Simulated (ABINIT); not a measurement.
# In2O3 (R-3c): bands and cutoff in G0W0 with ABINIT, part 2 of 2

Aim: raise bands and screening cutoff together for In2O3 (R-3c) and follow gap and time.

ABINIT 10.8.3; LDA and many-body steps on it, plane waves. Known limits of the many-body steps: not at the basis limit; no spin-orbit coupling; coarse k mesh.

So far. Step 3 (Screening, 2×2×2 mesh, 174 bands, screening to 68.6 eV): Local fields lower ε∞ by 1 %. On a Γ-centred mesh this coarse the value itself is usually too large, while a short band sum pulls it down. Step 4 (174 bands, 68.6 eV): The gap on the mesh goes from 1.23 eV to 2.30 eV, a correction of +1.07 eV.

**6. 234 bands, 90.6 eV**

This step: G0W0 on LDA, plane waves, norm-conserving pseudopotentials.

Contents of run.abi:

```
acell 3*1.0 Angstrom
rprim 
  2.743499999981 1.583960463511 4.836666666700
  -2.743499999981 1.583960463511 4.836666666700
  -0.000000000000 -3.167920927022 4.836666666700
ntypat 2
znucl 49 8
natom 10
typat 1 1 1 1 2 2 2 2 2 2
xred 
  0.357310000000 0.357310000000 0.357310000000
  0.142690000000 0.142690000000 0.142690000000
  0.642690000000 0.642690000000 0.642690000000
  0.857310000000 0.857310000000 0.857310000000
  0.548000000000 0.952000000000 0.250000000000
  0.250000000000 0.548000000000 0.952000000000
  0.952000000000 0.250000000000 0.548000000000
  0.452000000000 0.048000000000 0.750000000000
  0.750000000000 0.452000000000 0.048000000000
  0.048000000000 0.750000000000 0.452000000000
pp_dirpath "pseudos"
pseudos "In.upf, O.upf"
ecut 42
ngkpt 2 2 2
nshiftk 1
shiftk 0 0 0
kptopt 1
chksymbreak 0
istwfk *1
occopt 1
irdwfk 1
optdriver 4
nband 234
gwcalctyp 0
ecutsigx 42
symsigma 1
nkptgw 4
kptgw 
  0.5000000000 0.5000000000 0.0000000000
  0.0000000000 0.0000000000 0.0000000000
  0.5000000000 0.0000000000 0.0000000000
  0.5000000000 0.5000000000 0.5000000000
bdgw 
  59 62
  59 62
  59 62
  57 62
ecuteps 3.33
irdscr 1
ppmodel 1
indata_prefix "in"
outdata_prefix "out"
tmpdata_prefix "tmp"
```

Command:

```console
> OMP_NUM_THREADS=1 mpirun -n 4 abinit run.abi > log
```

Numbers of over 12 decimals in the logs are rounded to 6 here.

Output:

```text
.Version 10.8.3 of ABINIT. v10.8.2 released Aug 2026.

 Symmetries : space group R-3 c (#167); Bravais hR (rhombohedral)
[... echo of the input left out ...]
== DATASET  1 ==================================================================
-   mpi_nproc: 4, omp_nthreads: 1 (-1 if OMP is not activated)

--- !DatasetInfo
iteration_state: {dtset: 1, }
dimensions: {natom: 10, nkpt: 4, mband: 234, nsppol: 1, nspinor: 1, nspden: 1, mpw: 11092, }
cutoff_energies: {ecut:  42.0, pawecutdg:  -1.0, }
electrons: {nelect:   1.20000000E+02, charge:   0.00000000E+00, occopt:   1.00000000E+00, tsmear:   1.00000000E-02, }

 SIGMA: Calculation of the GW corrections

 Based on a program developped by R.W. Godby, V. Olevano, G. Onida, and L. Reining.
 Incorporated in ABINIT by V. Olevano, G.-M. Rignanese, and M. Torrent.
.Using double precision arithmetic ; gwpc =  8

[... cell and pseudopotentials left out ...]
--------------------------------------------------------------------------------

 ==== K-mesh for the wavefunctions ====
 Number of points in the irreducible wedge :     4
[... list of points left out ...]
 Together with 12 symmetry operations and time-reversal symmetry
 yields     8 points in the full Brillouin Zone.

 ==== Q-mesh for screening function ====
 Number of points in the irreducible wedge :     4
[... list of points left out ...]
 Together with 12 symmetry operations and time-reversal symmetry
 yields     8 points in the full Brillouin Zone.

 vcoul_init : cutoff-mode = AUXILIARY_FUNCTION
 q-points for optical limit:   1
     1)      0.000010    0.000020    0.000030
 setmesh: FFT mesh size selected  =    64x   64x   64
          total number of points  =       262144

 Number of electrons calculated from density =  120.0000; Expected =  120.0000
[...]
59   5.079 -20.634 -25.264   4.698   0.792  -0.262 -20.580   0.053   5.132
       60   5.128 -20.454 -25.207   4.785   0.790  -0.265 -20.429   0.026   5.154
       61  10.258 -17.471 -12.366  -3.204   0.827  -0.210 -15.900   1.571  11.829
[...]
--- !SelfEnergy_ee
iteration_state: {dtset: 1, }
kpoint     : [   0.000,    0.000,    0.000, ]
spin       : 1
KS_gap     :    1.246
QP_gap     :    2.294
Delta_QP_KS:    1.048
data: !SigmaeeData |
     Band     E0 <VxcDFT>   SigX SigC(E0)      Z dSigC/dE  Sig(E)    E-E0       E
[...]
--- !SelfEnergy_ee
iteration_state: {dtset: 1, }
kpoint     : [   0.500,    0.000,    0.000, ]
spin       : 1
KS_gap     :    4.928
QP_gap     :    6.419
Delta_QP_KS:    1.491
data: !SigmaeeData |
     Band     E0 <VxcDFT>   SigX SigC(E0)      Z dSigC/dE  Sig(E)    E-E0       E
[...]
--- !SelfEnergy_ee
iteration_state: {dtset: 1, }
kpoint     : [   0.500,    0.500,    0.500, ]
spin       : 1
KS_gap     :    4.510
QP_gap     :    5.889
Delta_QP_KS:    1.379
data: !SigmaeeData |
     Band     E0 <VxcDFT>   SigX SigC(E0)      Z dSigC/dE  Sig(E)    E-E0       E
[...]
61   9.484 -16.588 -11.934  -2.975   0.827  -0.208 -15.198   1.389  10.873
       62   9.484 -16.588 -11.934  -2.975   0.827  -0.208 -15.198   1.389  10.873

 New Fermi energy :        2.320720E-01 Ha ,    6.315002E+00 eV

 === QP Band Gaps ===
  >>>> For spin  1
   Minimum direct gap =   2.2938 [eV], located at k-point      :   0.0000  0.0000  0.0000
   Fundamental gap    =   2.2938 [eV], Top of valence bands at :   0.0000  0.0000  0.0000
                                       Bottom of conduction at :   0.0000  0.0000  0.0000

== END DATASET(S) ==============================================================
================================================================================

 -outvars: echo values of variables after computation  --------
           etotal      0.0000000000E+00
            nband         234
             nkpt           4
          spgroup         167
 [... the other variables as echoed above ...]

 Calculation completed.
```

Run time: 53 s. Hardware: 4 MPI ranks of Arm Neoverse N1, shared host; peak memory 2.3 GiB.

Numbers from this step:

```
G0W0 gap on the mesh                         : 2.294 eV
starting gap on the mesh                     : 1.234 eV
k of the valence top                         : 0, 0, 0
k of the conduction bottom                   : 0, 0, 0
Z at the valence top                         : 0.794
Z at the conduction bottom                   : 0.842
least direct G0W0 gap on the computed points : 2.294 eV
```

Against G0W0 in ABINIT (2×2×2 mesh, 174 bands, screening to 68.6 eV, Godby-Needs plasmon pole), the gap moves by −0.010 eV.

**7. Screening, 2×2×2 mesh, 329 bands, screening to 120.8 eV**

This step: RPA screening on LDA, plane waves, norm-conserving pseudopotentials.

run.abi: that of step 6 with these lines changed.

```diff
@@ -31,21 +31,8 @@
 irdwfk 1
-optdriver 4
-nband 234
-gwcalctyp 0
-ecutsigx 42
-symsigma 1
-nkptgw 4
-kptgw 
-  0.5000000000 0.5000000000 0.0000000000
-  0.0000000000 0.0000000000 0.0000000000
-  0.5000000000 0.0000000000 0.0000000000
-  0.5000000000 0.5000000000 0.5000000000
-bdgw 
-  59 62
-  59 62
-  59 62
-  57 62
-ecuteps 3.33
-irdscr 1
-ppmodel 1
+optdriver 3
+nband 329
+ecuteps 4.44
+inclvkb 2
+awtr 1
+symchi 1
 indata_prefix "in"
```

Output:

```text
.Version 10.8.3 of ABINIT. v10.8.2 released Aug 2026.

 Symmetries : space group R-3 c (#167); Bravais hR (rhombohedral)
[... echo of the input left out ...]
== DATASET  1 ==================================================================
-   mpi_nproc: 4, omp_nthreads: 1 (-1 if OMP is not activated)

--- !DatasetInfo
iteration_state: {dtset: 1, }
dimensions: {natom: 10, nkpt: 4, mband: 329, nsppol: 1, nspinor: 1, nspden: 1, mpw: 11092, }
cutoff_energies: {ecut:  42.0, pawecutdg:  -1.0, }
[...]
--------------------------------------------------------------------------------
[... chi0 elements left out ...]
 For q-point:  0.000010 0.000020 0.000030
  dielectric constant =   8.5157
  dielectric constant without local fields =   8.8488

  Average fulfillment of the sum rule on Im[epsilon] for q-point    1 :     64.69  [%]
[... wings left out ...]
  q-point number  2        q = ( 0.500000, 0.000000, 0.000000) [r.l.u.]
--------------------------------------------------------------------------------
[... chi0 elements left out ...]
  Average fulfillment of the sum rule on Im[epsilon] for q-point    2 :     69.20  [%]

 [... 2 further q-points ...]
```

Run time: 10 min. Hardware: 4 MPI ranks; peak memory 4.5 GiB; 42 min of CPU time.

This step gave:

| Item | Value |
| --- | --- |
| ε∞ with local fields, on this mesh, along the program's q direction | 8.516 |
| the same without local fields | 8.849 |
| plasma frequency | 36.22 eV |
| plane waves in the screening matrix | 369 |

**8. 329 bands, 120.8 eV**

This step: G0W0 on LDA, plane waves, norm-conserving pseudopotentials.

run.abi: that of step 7 with these lines changed.

```diff
@@ -31,8 +31,21 @@
 irdwfk 1
-optdriver 3
+optdriver 4
 nband 329
+gwcalctyp 0
+ecutsigx 42
+symsigma 1
+nkptgw 4
+kptgw 
+  0.5000000000 0.5000000000 0.0000000000
+  0.0000000000 0.0000000000 0.0000000000
+  0.5000000000 0.0000000000 0.0000000000
+  0.5000000000 0.5000000000 0.5000000000
+bdgw 
+  59 62
+  59 62
+  59 62
+  57 62
 ecuteps 4.44
-inclvkb 2
-awtr 1
-symchi 1
+irdscr 1
+ppmodel 1
 indata_prefix "in"
```

Output:

```text
.Version 10.8.3 of ABINIT. v10.8.2 released Aug 2026.

 Symmetries : space group R-3 c (#167); Bravais hR (rhombohedral)
[... echo of the input left out ...]
== DATASET  1 ==================================================================
-   mpi_nproc: 4, omp_nthreads: 1 (-1 if OMP is not activated)

--- !DatasetInfo
iteration_state: {dtset: 1, }
dimensions: {natom: 10, nkpt: 4, mband: 329, nsppol: 1, nspinor: 1, nspden: 1, mpw: 11092, }
cutoff_energies: {ecut:  42.0, pawecutdg:  -1.0, }
[...]
Minimum direct gap =   2.3338 [eV], located at k-point      :   0.0000  0.0000  0.0000
   Fundamental gap    =   2.3338 [eV], Top of valence bands at :   0.0000  0.0000  0.0000
                                       Bottom of conduction at :   0.0000  0.0000  0.0000

== END DATASET(S) ==============================================================
================================================================================

 -outvars: echo values of variables after computation  --------
           etotal      0.0000000000E+00
            nband         329
             nkpt           4
          spgroup         167
 [... the other variables as echoed above ...]

 Calculation completed.
```

The job ended after 1.8 min (4 MPI ranks; peak memory 3.1 GiB).

This step gave:

```yaml
g0w0_gap_on_the_mesh: 2.334 eV
starting_gap_on_the_mesh: 1.234 eV
k_of_the_valence_top: 0, 0, 0
k_of_the_conduction_bottom: 0, 0, 0
least_direct_g0w0_gap_on_the_computed_points: 2.334 eV
```

Against G0W0 in ABINIT (2×2×2 mesh, 234 bands, screening to 90.6 eV, Godby-Needs plasmon pole), the gap moves by +0.040 eV.

**9. Screening, 2×2×2 mesh, 459 bands, screening to 157 eV**

This step: RPA screening on LDA, plane waves, norm-conserving pseudopotentials.

run.abi: that of step 8 with these lines changed.

```diff
@@ -31,21 +31,8 @@
 irdwfk 1
-optdriver 4
-nband 329
-gwcalctyp 0
-ecutsigx 42
-symsigma 1
-nkptgw 4
-kptgw 
-  0.5000000000 0.5000000000 0.0000000000
-  0.0000000000 0.0000000000 0.0000000000
-  0.5000000000 0.0000000000 0.0000000000
-  0.5000000000 0.5000000000 0.5000000000
-bdgw 
-  59 62
-  59 62
-  59 62
-  57 62
-ecuteps 4.44
-irdscr 1
-ppmodel 1
+optdriver 3
+nband 459
+ecuteps 5.77
+inclvkb 2
+awtr 1
+symchi 1
 indata_prefix "in"
```

Output:

```text
.Version 10.8.3 of ABINIT. v10.8.2 released Aug 2026.

 Symmetries : space group R-3 c (#167); Bravais hR (rhombohedral)
[... echo of the input left out ...]
== DATASET  1 ==================================================================
-   mpi_nproc: 4, omp_nthreads: 1 (-1 if OMP is not activated)

--- !DatasetInfo
iteration_state: {dtset: 1, }
dimensions: {natom: 10, nkpt: 4, mband: 459, nsppol: 1, nspinor: 1, nspden: 1, mpw: 11092, }
cutoff_energies: {ecut:  42.0, pawecutdg:  -1.0, }
[...]
--------------------------------------------------------------------------------
[... chi0 elements left out ...]
 For q-point:  0.000010 0.000020 0.000030
  dielectric constant =   8.4737
  dielectric constant without local fields =   8.8567

  Average fulfillment of the sum rule on Im[epsilon] for q-point    1 :     74.58  [%]
[... wings left out ...]
  q-point number  2        q = ( 0.500000, 0.000000, 0.000000) [r.l.u.]
--------------------------------------------------------------------------------
[... chi0 elements left out ...]
  Average fulfillment of the sum rule on Im[epsilon] for q-point    2 :     78.38  [%]

 [... 2 further q-points ...]
```

The job ended after 17 min (4 MPI ranks; peak memory 5.5 GiB).

Numbers from this step:

| Property | Result |
| --- | --- |
| ε∞ with local fields, on this mesh, along the program's q direction | 8.474 |
| the same without local fields | 8.857 |
| plasma frequency | 36.22 eV |
| plane waves in the screening matrix | 549 |

**10. 459 bands, 157 eV**

This step: G0W0 on LDA, plane waves, norm-conserving pseudopotentials.

run.abi: that of step 9 with these lines changed.

```diff
@@ -31,8 +31,21 @@
 irdwfk 1
-optdriver 3
+optdriver 4
 nband 459
+gwcalctyp 0
+ecutsigx 42
+symsigma 1
+nkptgw 4
+kptgw 
+  0.5000000000 0.5000000000 0.0000000000
+  0.0000000000 0.0000000000 0.0000000000
+  0.5000000000 0.0000000000 0.0000000000
+  0.5000000000 0.5000000000 0.5000000000
+bdgw 
+  59 62
+  59 62
+  59 62
+  57 62
 ecuteps 5.77
-inclvkb 2
-awtr 1
-symchi 1
+irdscr 1
+ppmodel 1
 indata_prefix "in"
```

Output:

```text
.Version 10.8.3 of ABINIT. v10.8.2 released Aug 2026.

 Symmetries : space group R-3 c (#167); Bravais hR (rhombohedral)
[... echo of the input left out ...]
== DATASET  1 ==================================================================
-   mpi_nproc: 4, omp_nthreads: 1 (-1 if OMP is not activated)

--- !DatasetInfo
iteration_state: {dtset: 1, }
dimensions: {natom: 10, nkpt: 4, mband: 459, nsppol: 1, nspinor: 1, nspden: 1, mpw: 11092, }
cutoff_energies: {ecut:  42.0, pawecutdg:  -1.0, }
[...]
Minimum direct gap =   2.3953 [eV], located at k-point      :   0.0000  0.0000  0.0000
   Fundamental gap    =   2.3953 [eV], Top of valence bands at :   0.0000  0.0000  0.0000
                                       Bottom of conduction at :   0.0000  0.0000  0.0000

== END DATASET(S) ==============================================================
================================================================================

 -outvars: echo values of variables after computation  --------
           etotal      0.0000000000E+00
            nband         459
             nkpt           4
          spgroup         167
 [... the other variables as echoed above ...]

 Calculation completed.
```

Wall time 4.6 min (4 MPI ranks); peak memory 4.2 GiB.

Numbers from this step:

| Property | Result |
| --- | --- |
| G0W0 gap on the mesh | 2.395 eV |
| starting gap on the mesh | 1.234 eV |
| k of the valence top | 0, 0, 0 |
| k of the conduction bottom | 0, 0, 0 |
| least direct G0W0 gap on the computed points | 2.395 eV |

Against G0W0 in ABINIT (2×2×2 mesh, 329 bands, screening to 120.8 eV, Godby-Needs plasmon pole), the gap moves by +0.061 eV.

**11. Screening, 2×2×2 mesh, 639 bands, screening to 201.4 eV**

This step: RPA screening on LDA, plane waves, norm-conserving pseudopotentials.

run.abi: that of step 10 with these lines changed.

```diff
@@ -31,21 +31,8 @@
 irdwfk 1
-optdriver 4
-nband 459
-gwcalctyp 0
-ecutsigx 42
-symsigma 1
-nkptgw 4
-kptgw 
-  0.5000000000 0.5000000000 0.0000000000
-  0.0000000000 0.0000000000 0.0000000000
-  0.5000000000 0.0000000000 0.0000000000
-  0.5000000000 0.5000000000 0.5000000000
-bdgw 
-  59 62
-  59 62
-  59 62
-  57 62
-ecuteps 5.77
-irdscr 1
-ppmodel 1
+optdriver 3
+nband 639
+ecuteps 7.4
+inclvkb 2
+awtr 1
+symchi 1
 indata_prefix "in"
```

Output:

```text
.Version 10.8.3 of ABINIT. v10.8.2 released Aug 2026.

 Symmetries : space group R-3 c (#167); Bravais hR (rhombohedral)
[... echo of the input left out ...]
== DATASET  1 ==================================================================
-   mpi_nproc: 4, omp_nthreads: 1 (-1 if OMP is not activated)

--- !DatasetInfo
iteration_state: {dtset: 1, }
dimensions: {natom: 10, nkpt: 4, mband: 639, nsppol: 1, nspinor: 1, nspden: 1, mpw: 11092, }
cutoff_energies: {ecut:  42.0, pawecutdg:  -1.0, }
[...]
--------------------------------------------------------------------------------
[... chi0 elements left out ...]
 For q-point:  0.000010 0.000020 0.000030
  dielectric constant =   8.4214
  dielectric constant without local fields =   8.8606

  Average fulfillment of the sum rule on Im[epsilon] for q-point    1 :     83.03  [%]
[... wings left out ...]
  q-point number  2        q = ( 0.500000, 0.000000, 0.000000) [r.l.u.]
--------------------------------------------------------------------------------
[... chi0 elements left out ...]
  Average fulfillment of the sum rule on Im[epsilon] for q-point    2 :     86.17  [%]

 [... 2 further q-points ...]
```

Run time: 28 min. Hardware: 4 MPI ranks; peak memory 6.9 GiB.

Numbers from this step:

```
ε∞ with local fields, on this mesh, along the program's q direction : 8.421
the same without local fields                                       : 8.861
plasma frequency                                                    : 36.22 eV
plane waves in the screening matrix                                 : 821
```

**12. 639 bands, 201.4 eV**

This step: G0W0 on LDA, plane waves, norm-conserving pseudopotentials.

run.abi: that of step 11 with these lines changed.

```diff
@@ -31,8 +31,21 @@
 irdwfk 1
-optdriver 3
+optdriver 4
 nband 639
+gwcalctyp 0
+ecutsigx 42
+symsigma 1
+nkptgw 4
+kptgw 
+  0.5000000000 0.5000000000 0.0000000000
+  0.0000000000 0.0000000000 0.0000000000
+  0.5000000000 0.0000000000 0.0000000000
+  0.5000000000 0.5000000000 0.5000000000
+bdgw 
+  59 62
+  59 62
+  59 62
+  57 62
 ecuteps 7.4
-inclvkb 2
-awtr 1
-symchi 1
+irdscr 1
+ppmodel 1
 indata_prefix "in"
```

Output:

```text
.Version 10.8.3 of ABINIT. v10.8.2 released Aug 2026.

 Symmetries : space group R-3 c (#167); Bravais hR (rhombohedral)
[... echo of the input left out ...]
== DATASET  1 ==================================================================
-   mpi_nproc: 4, omp_nthreads: 1 (-1 if OMP is not activated)

--- !DatasetInfo
iteration_state: {dtset: 1, }
dimensions: {natom: 10, nkpt: 4, mband: 639, nsppol: 1, nspinor: 1, nspden: 1, mpw: 11092, }
cutoff_energies: {ecut:  42.0, pawecutdg:  -1.0, }
[...]
Minimum direct gap =   2.4504 [eV], located at k-point      :   0.0000  0.0000  0.0000
   Fundamental gap    =   2.4504 [eV], Top of valence bands at :   0.0000  0.0000  0.0000
                                       Bottom of conduction at :   0.0000  0.0000  0.0000

== END DATASET(S) ==============================================================
================================================================================

 -outvars: echo values of variables after computation  --------
           etotal      0.0000000000E+00
            nband         639
             nkpt           4
          spgroup         167
 [... the other variables as echoed above ...]

 Calculation completed.
```

The job ended after 13 min (4 MPI ranks; peak memory 5.9 GiB; 52 min of CPU time).

Numbers from this step:

| Item | Value |
| --- | --- |
| G0W0 gap on the mesh | 2.451 eV |
| starting gap on the mesh | 1.234 eV |
| k of the valence top | 0, 0, 0 |
| k of the conduction bottom | 0, 0, 0 |
| least direct G0W0 gap on the computed points | 2.451 eV |

Against G0W0 in ABINIT (2×2×2 mesh, 459 bands, screening to 157 eV, Godby-Needs plasmon pole), the gap moves by +0.056 eV.

**13. Side by side**

Times are wall times on 4 MPI ranks of Arm Neoverse N1, shared host, good to a factor of about two. A run's time includes the screening step that it read.

```csv
run,mesh,bands,screening cutoff (eV),DFT gap (eV),gap on the mesh (eV),direct (eV),ε∞ used,time
"174 bands, 68.6 eV",2×2×2,174,68.6,1.234,2.304,2.304,8.68,4 min
"234 bands, 90.6 eV",2×2×2,234,90.6,1.234,2.294,2.294,8.53,7.5 min
"329 bands, 120.8 eV",2×2×2,329,120.8,1.234,2.334,2.334,8.52,12 min
"459 bands, 157 eV",2×2×2,459,157,1.234,2.395,2.395,8.47,21 min
"639 bands, 201.4 eV",2×2×2,639,201.4,1.234,2.451,2.451,8.42,41 min
```

**14. Outcome**

```json
{"174 bands, 68.6 eV": "2.304 eV", "234 bands, 90.6 eV": "2.294 eV", "329 bands, 120.8 eV": "2.334 eV", "459 bands, 157 eV": "2.395 eV", "639 bands, 201.4 eV": "2.451 eV", "known limits": "not at the basis limit; no spin-orbit coupling; coarse k mesh"}
```

From the first rung to the last the gap moves by +0.15 eV for 10 times the time. The 2×2×2 mesh is coarse for this cell, which bears on the long-range parts of exchange and screening. The many-body steps are scalar-relativistic: spin-orbit coupling is not in them.

[Paths, hosts, dates, memory and timing lines, banners, echoed tables and standing remarks are left out of the program output.]

[Logs are printed without paths, hosts, clocks, repeated set-up lines and the standing remarks that a program may print on its own settings, such as how far it seeks lower states.]

[Runs of the session that timed out or met a known fault of the program may be left out.]

[Hosts, paths, dates, database ids (printed as entryN), source tags and the programs' standing remarks are cut or masked in the printed files.]

[G0W0 gaps are taken among the corrected bands and points alone; a level outside them can change the order at an edge.]

[Where Ansatz stands beside ABINIT at settings called matched, ABINIT's density can come from a denser mesh and the files from another edition; pairs whose starting gaps differed by over 0.03 eV were left out, so agreement reads better than it is.]
